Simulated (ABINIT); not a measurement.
## Li3TeBr (Pm-3m): modes at Γ and the response to a field

Aim: the zone-centre modes of Li3TeBr (Pm-3m).

Method: DFT PBEsol, scalar-relativistic, plane waves, PseudoDojo norm-conserving pseudopotentials, in ABINIT 10.8.3.

Report form: the programs' logs are mostly left out.

The structure was built from a prototype and need not be the compound's stable phase.

### 1. The starting structure

It takes space group Pm-3m (No. 221, cubic). The conventional cell has a = 5.643 Å, b = 5.643 Å, c = 5.643 Å, α = 90.00°, β = 90.00°, γ = 90.00°. Nearest to Br lie 12 Li at 3.99 Å. Nearest to Te lie 6 Li at 2.82 Å. Li has 2 Te at 2.82 Å nearest. Farther neighbours and most contacts between anions are not listed.

### 2. A first look

A first run with smearing and empty bands tells whether the crystal has a gap, which decides between fixed occupations and smearing later on.

Contents of probe.abi:

```
# ground state
tolvrs 1.0d-08
prtden 1
prtwf 1

# basis, mesh and filling
ecut 34.0
ngkpt 4 4 4
nshiftk 1
shiftk 0.0 0.0 0.0
istwfk *1
occopt 7
tsmear 0.005
nband 24
nstep 100
diemac 9.0
prtebands 0
prtgsr 0
useylm 1

# cell and atoms
acell 10.66372452 10.66372452 10.66372452
rprim 
    1.0 0.0 0.0
    0.0 1.0 0.0
    0.0 0.0 1.0
ntypat 3
znucl 35 52 3
natom 5
typat 1 2 3 3 3
xred 
    0.0 0.0 0.0
    0.5 0.5 0.5
    0.5 0.5 0.0
    0.5 0.0 0.5
    0.0 0.5 0.5
pp_dirpath "./pseudo"
pseudos "Br.upf, Te.upf, Li.upf"
```

Started as:

```
> OMP_NUM_THREADS=1 mpirun -n 4 abinit probe.abi > probe.log
```

Elapsed: 36 s, on 4 MPI ranks of Arm Neoverse V1, shared host; 2.4 min of CPU time.

This step gave:

* volume per atom: 35.94 Å³
* pressure: -3.134 GPa
* gap on the k-mesh: 2.630 eV

A gap of 2.6 eV opens on this mesh, so the crystal is taken as an insulator; the printed pressure holds the stress of the finite basis too.

### 3. Rough relaxation

The typed start is rough, so a first relaxation with smearing and loose thresholds takes it towards rest cheaply.

Contents of prerelax.abi:

```
# relaxation
ionmov 2
optcell 2
dilatmx 1.15
chkdilatmx 0
ntime 40
tolmxf 3.0d-04
tolvrs 1.0d-10
prtwf 0
prtden 0
chksymtnons 0

# basis, mesh and filling
ecut 34.0
ecutsm 3.0
ngkpt 4 4 4
nshiftk 1
shiftk 0.0 0.0 0.0
istwfk *1
occopt 7
tsmear 0.005
nband 24
nstep 100
diemac 9.0
prtebands 0
prtgsr 0
useylm 1

# cell and atoms
acell 10.66372452 10.66372452 10.66372452
rprim 
    1.0 0.0 0.0
    0.0 1.0 0.0
    0.0 0.0 1.0
ntypat 3
znucl 35 52 3
natom 5
typat 1 2 3 3 3
xred 
    0.0 0.0 0.0
    0.5 0.5 0.5
    0.5 0.5 0.0
    0.5 0.0 0.5
    0.0 0.5 0.5
pp_dirpath "./pseudo"
pseudos "Br.upf, Te.upf, Li.upf"
```

Started as:

```
> OMP_NUM_THREADS=1 mpirun -n 4 abinit prerelax.abi > prerelax.log
```

Wall time 6.3 min (4 MPI ranks).

The steps of the relaxation:

```csv
step,energy less that of the first step (eV),largest force (eV/Å),volume (Å³)
1,0.0000,0.0000,179.69
2,-0.0297,0.0000,178.07
3,-0.3616,0.0000,121.32
4,-0.4800,0.0000,142.80
5,-0.4928,0.0000,137.88
6,-0.4930,0.0000,137.06
```

```csv
"conventional cell, symmetrised",before,after,change
a (Å),5.643,5.156,-8.6 %
b (Å),5.643,5.156,-8.6 %
c (Å),5.643,5.156,-8.6 %
volume (Å³/atom),35.94,27.41,-23.7 %
```

Final coordinates:

```
Br Te Li
1.0
     5.15592    0.00000    0.00000
     0.00000    5.15592    0.00000
     0.00000    0.00000    5.15592
Br Te Li
1 1 3
Direct
  0.00000 0.00000 0.00000
  0.50000 0.50000 0.50000
  0.50000 0.50000 0.00000
  0.50000 0.00000 0.50000
  0.00000 0.50000 0.50000
```

This step gave:

| Property | Result |
| --- | --- |
| volume per atom | 27.41 Å³ |
| pressure | 0.005556 GPa |
| gap on the k-mesh | 3.101 eV |

The volume changes by -23.7 % in this run and stands -23.7 % from the first cell.

### 4. Rough relaxation

The cell changed much, so the rough relaxation is repeated on a basis made for the new cell.

Changes to prerelax.abi since step 3:

```diff
@@ -29,3 +29,3 @@
 # cell and atoms
-acell 10.66372452 10.66372452 10.66372452
+acell 9.74326881 9.74326881 9.74326881
 rprim
```

The job ended after 43 s (4 MPI ranks).

Little changed from the start: no atom moved by 0.005 Å and no cell edge by 0.1 %.

This step gave:

* pressure: 0.005558 GPa

The volume changes by +0.0 % in this run and stands -23.7 % from the first cell.

### 5. Relaxation

The harmonic expansion needs vanishing forces, and a free crystal bears no stress, so cell and atoms are brought to rest. Stress is more sensitive to the basis than forces are: the last 3 Ha under the cutoff are smoothed with ecutsm, and the cutoff is raised above that of the later runs.

relax.abi, as its differences from prerelax.abi of step 4:

```diff
@@ -3,7 +3,6 @@
 optcell 2
-dilatmx 1.15
-chkdilatmx 0
+dilatmx 1.08
 ntime 40
-tolmxf 3.0d-04
-tolvrs 1.0d-10
+tolmxf 1.0d-05
+tolvrs 1.0d-14
 prtwf 0
@@ -13,3 +12,3 @@
 # basis, mesh and filling
-ecut 34.0
+ecut 42.0
 ecutsm 3.0
@@ -19,5 +18,4 @@
 istwfk *1
-occopt 7
-tsmear 0.005
-nband 24
+occopt 1
+nband 16
 nstep 100
```

Started as:

```
> OMP_NUM_THREADS=1 mpirun -n 4 abinit relax.abi > relax.log
```

Wall time 83 s (4 MPI ranks); 5.5 min of CPU time.

Little changed from the start: no atom moved by 0.005 Å and no cell edge by 0.1 %.

Read from the output:

```yaml
volume_per_atom: 27.42 Å³
pressure: 2.04e-6 GPa
```

The volume changes by +0.0 % in this run and stands -23.7 % from the first cell.

### 6. Self-consistent run for the response

First-order wavefunctions inherit every error of the ground state, hence the very tight tolvrs. The mesh is shifted off Γ, since shifted meshes converge sums over the zone faster.

Contents of gs.abi:

```
# ground state
tolvrs 1.0d-16
prtden 1
prtwf 1

# basis, mesh and filling
ecut 34.0
ngkpt 4 4 4
nshiftk 1
shiftk 0.5 0.5 0.5
istwfk *1
occopt 1
nband 16
nstep 100
diemac 9.0
prtebands 0
prtgsr 0
useylm 1

# cell and atoms
acell 9.744072073 9.744072073 9.744072073
rprim 
    1.0 0.0 0.0
    0.0 1.0 0.0
    0.0 0.0 1.0
ntypat 3
znucl 35 52 3
natom 5
typat 1 2 3 3 3
xred 
    0.0 0.0 0.0
    0.5 0.5 0.5
    0.5 0.5 0.0
    0.5 0.0 0.5
    0.0 0.5 0.5
pp_dirpath "./pseudo"
pseudos "Br.upf, Te.upf, Li.upf"
```

Started as:

```
> OMP_NUM_THREADS=1 mpirun -n 4 abinit gs.abi > gs.log
```

It took 12 s on 4 MPI ranks; 48 s of CPU time.

Numbers from this step:

- pressure: -0.2299 GPa

The cell stands at -0.23 GPa: the relaxation ran with a smoothed and higher cutoff and on another k mesh.

### 7. The gap at rest

Empty bands on the ground state's density check that the gap assumed so far is there in this cell.

Contents of gap.abi:

```
# empty bands on the ground state's density
iscf -2
getden_filepath "gso_DEN"
tolwfr 1.0d-12
nbdbuf 2
prtwf 0

# basis, mesh and filling
ecut 34.0
ngkpt 4 4 4
nshiftk 1
shiftk 0.0 0.0 0.0
istwfk *1
occopt 1
nband 20
nstep 100
diemac 9.0
prtebands 0
prtgsr 0
useylm 1

# cell and atoms
acell 9.744072073 9.744072073 9.744072073
rprim 
    1.0 0.0 0.0
    0.0 1.0 0.0
    0.0 0.0 1.0
ntypat 3
znucl 35 52 3
natom 5
typat 1 2 3 3 3
xred 
    0.0 0.0 0.0
    0.5 0.5 0.5
    0.5 0.5 0.0
    0.5 0.0 0.5
    0.0 0.5 0.5
pp_dirpath "./pseudo"
pseudos "Br.upf, Te.upf, Li.upf"
```

Started as:

```
> OMP_NUM_THREADS=1 mpirun -n 4 abinit gap.abi > gap.log
```

It took 15 s on 4 MPI ranks.

Numbers from this step:

```yaml
gap_on_the_k_mesh: 3.100 eV
```

In this cell the gap on the mesh is 3.1 eV, indirect (smallest direct 3.2 eV), so fixed occupations hold.

### 8. Linear response at Γ

The derivative of the wavefunctions by k comes first, since the response to a field is built on it; then the field and the displacements that symmetry doesn't supply are solved at q = 0.

It reads the wavefunctions written in step 6.

Contents of dfpt_gamma.abi:

```
ndtset 2

# common to the responses
getwfk_filepath "gso_WFK"
kptopt 2
nqpt 1
qpt 0.0 0.0 0.0
asr 0
chneut 0

# d/dk
rfelfd1 2
rfdir1 1 1 1
iscf1 -3
tolwfr1 1.0d-20

# displacements, field
rfphon2 1
rfatpol2 1 5
rfdir2 1 1 1
rfelfd2 3
getddk2 1
tolvrs2 1.0d-10
prtwf2 0

# basis, mesh and filling
ecut 34.0
ngkpt 4 4 4
nshiftk 1
shiftk 0.5 0.5 0.5
istwfk *1
occopt 1
nband 16
nstep 100
diemac 9.0
prtebands 0
prtgsr 0
useylm 1

# cell and atoms
acell 9.744072073 9.744072073 9.744072073
rprim 
    1.0 0.0 0.0
    0.0 1.0 0.0
    0.0 0.0 1.0
ntypat 3
znucl 35 52 3
natom 5
typat 1 2 3 3 3
xred 
    0.0 0.0 0.0
    0.5 0.5 0.5
    0.5 0.5 0.0
    0.5 0.0 0.5
    0.0 0.5 0.5
pp_dirpath "./pseudo"
pseudos "Br.upf, Te.upf, Li.upf"
```

Started as:

```
> OMP_NUM_THREADS=1 mpirun -n 4 abinit dfpt_gamma.abi > dfpt_gamma.log
```

The job ended after 3.4 min (4 MPI ranks).

Read from the output:

```
miss of the charge sum rule                                       : 0.003069 e
largest acoustic frequency at the zone centre before the sum rule : -4.09 cm⁻¹
highest optical zone-centre mode (no LO-TO term)                  : 501.6 cm⁻¹
lowest optical zone-centre mode                                   : -159.6 cm⁻¹
mean high-frequency dielectric constant                           : 3.659
largest Born charge in size (third of the trace)                  : 1.621 e
```

Born charge (rows field, columns displacement), before the sum rule (e), principal values of the symmetric part by kind of site:

```csv
atom,atoms with these values,low,middle,high,mean
Br1,1,-1.62,-1.62,-1.62,-1.62
Te2,1,-1.52,-1.52,-1.52,-1.52
Li3,3,0.91,0.91,1.33,1.05
```

In full for Li3:

```
0.91 0.00 0.00
0.00 0.91 0.00
0.00 0.00 1.33
```

High-frequency dielectric tensor:

```
3.66 0.00 0.00
0.00 3.66 0.00
0.00 0.00 3.66
```

The acoustic modes at Γ come out as far as 4.1 cm⁻¹ from zero, where they should vanish, a small numerical error; the Born charges miss their sum rule by 0.0031 e, which is good. The lowest optical mode is imaginary, 160i cm⁻¹, an instability at this level and on this k mesh.

### 9. Zone-centre analysis

anaddb reads the merged derivatives, imposes the acoustic sum rule and charge neutrality, and adds the LO-TO term along chosen directions.

Contents of anaddb.abi:

```
ddb_filepath "gamma_DDB"
output_file "anaddb.abo"
outdata_prefix "anaddb"
asr 1
chneut 1
enunit 2
eivec 1
nph1l 1
qph1l 0.0 0.0 0.0 1.0
dieflag 2
nph2l 3
qph2l 
    1.0 0.0 0.0 0.0
    0.0 0.0 1.0 0.0
    1.0 1.0 1.0 0.0
```

Contents of mrgddb.in:

```
gamma_DDB
merged
2
dfpt_gammao_DS2_DDB
gso_DDB
```

Started as:

```
> mrgddb < mrgddb.in > mrgddb.log
> OMP_NUM_THREADS=1 anaddb anaddb.abi > anaddb.log
```

Run time: 0.54 s. Hardware: 1 thread.

This step gave:

* highest optical zone-centre mode (no LO-TO term): 501.8 cm⁻¹
* highest mode moved by the LO-TO term: 528.7 cm⁻¹

No LO-TO term; unit eigenvectors of the mass-weighted matrix, from anaddb's displacements. The modes at Γ (shares of kinetic energy by element, %) (negative means imaginary):

```csv
mode,frequency (cm⁻¹),symmetry,Br %,Te %,Li %
1,-159.6,T1u,11,0,89
2,-159.6,T1u,11,0,89
3,-159.6,T1u,11,0,89
4,-156.1,T2u,0,0,100
5,-156.1,T2u,0,0,100
6,-156.1,T2u,0,0,100
7,0.0,acoustic,35,56,9
8,0.0,acoustic,35,56,9
9,0.0,acoustic,35,56,9
10,59.6,T1u,54,39,7
11,59.6,T1u,54,39,7
12,59.6,T1u,54,39,7
13,501.8,T1u,0,5,95
14,501.8,T1u,0,5,95
15,501.8,T1u,0,5,95
```

Displacements in mode 1 (-159.6 cm⁻¹), the largest set to 1:
```
Br1  0.00  0.00 -0.15
Te2  0.00  0.00 -0.02
Li3  0.00  0.00  0.03
Li4  0.00  0.00  1.00
Li5  0.00  0.00  1.00
```

Displacements in mode 13 (501.8 cm⁻¹), the largest set to 1:
```
Br1  0.00  0.00  0.00
Te2  0.00  0.00  0.05
Li3  0.00  0.00 -1.00
Li4  0.00  0.00  0.02
Li5  0.00  0.00  0.02
```

With imaginary modes the relaxed-ion tensors have no meaning and are not tabulated.

The rule moves no optical mode by more than 0.2 cm⁻¹.

### 10. Sum rules set otherwise (asr 0)

Without the rule the raw error of the acoustic modes shows.

Changes to anaddb.abi since step 9:

```diff
@@ -3,4 +3,4 @@
 outdata_prefix "anaddb"
-asr 1
-chneut 1
+asr 0
+chneut 0
 enunit 2
```

mrgddb.in is that of step 9.

Wall time 0.52 s (1 thread).

Numbers from this step:

| Property | Result |
| --- | --- |
| highest optical zone-centre mode (no LO-TO term) | 501.6 cm⁻¹ |

Zone-centre frequencies as printed; negative means imaginary. Modes:

```csv
mode,frequency (cm⁻¹)
1,-159.6
2,-159.6
3,-159.6
4,-156.1
5,-156.1
6,-156.1
7,-4.09
8,-4.09
9,-4.09
10,59.5
11,59.5
12,59.5
13,501.6
14,501.6
15,501.6
```

With imaginary modes the relaxed-ion tensors have no meaning and are not tabulated.

### 11. Summary of results

| Property | Result |
| --- | --- |
| space group after relaxation | Pm-3m |
| volume per atom | 27.4 Å³ |
| highest optical zone-centre mode (no LO-TO term) | 501.8 cm⁻¹ |
| lowest optical zone-centre mode | -159.6 cm⁻¹ |
| highest mode moved by the LO-TO term | 528.7 cm⁻¹ |
| mean high-frequency dielectric constant | 3.66 |
| largest Born charge in size (third of the trace) | 1.62 e |
| imaginary optical modes at the zone centre (no q mesh in this session) | yes |

**Reading.** At the PBEsol level the optical modes of Li3TeBr (Pm-3m) at the zone centre (no LO-TO term) run from 160i to 502 cm⁻¹, so the structure is a saddle point, with 6 modes beyond 10i cm⁻¹ there. Along the directions run, the highest mode that the macroscopic field moves lies at 529 cm⁻¹. These are harmonic frequencies at zero temperature: anharmonic shifts and linewidths and thermal expansion are left out. Spin-orbit coupling is left out, which can matter for the heavy elements here. The structure is a hypothetical one, built on a prototype.

[Host names and launcher messages were left out of these logs when they were recorded.]

[Logs are printed without paths, hosts, clocks, repeated set-up lines and the standing remarks that a program may print on its own settings, such as how far it seeks lower states.]

[Hosts, paths, dates, database ids (printed as entryN), source tags and the programs' standing remarks are cut or masked in the printed files.]
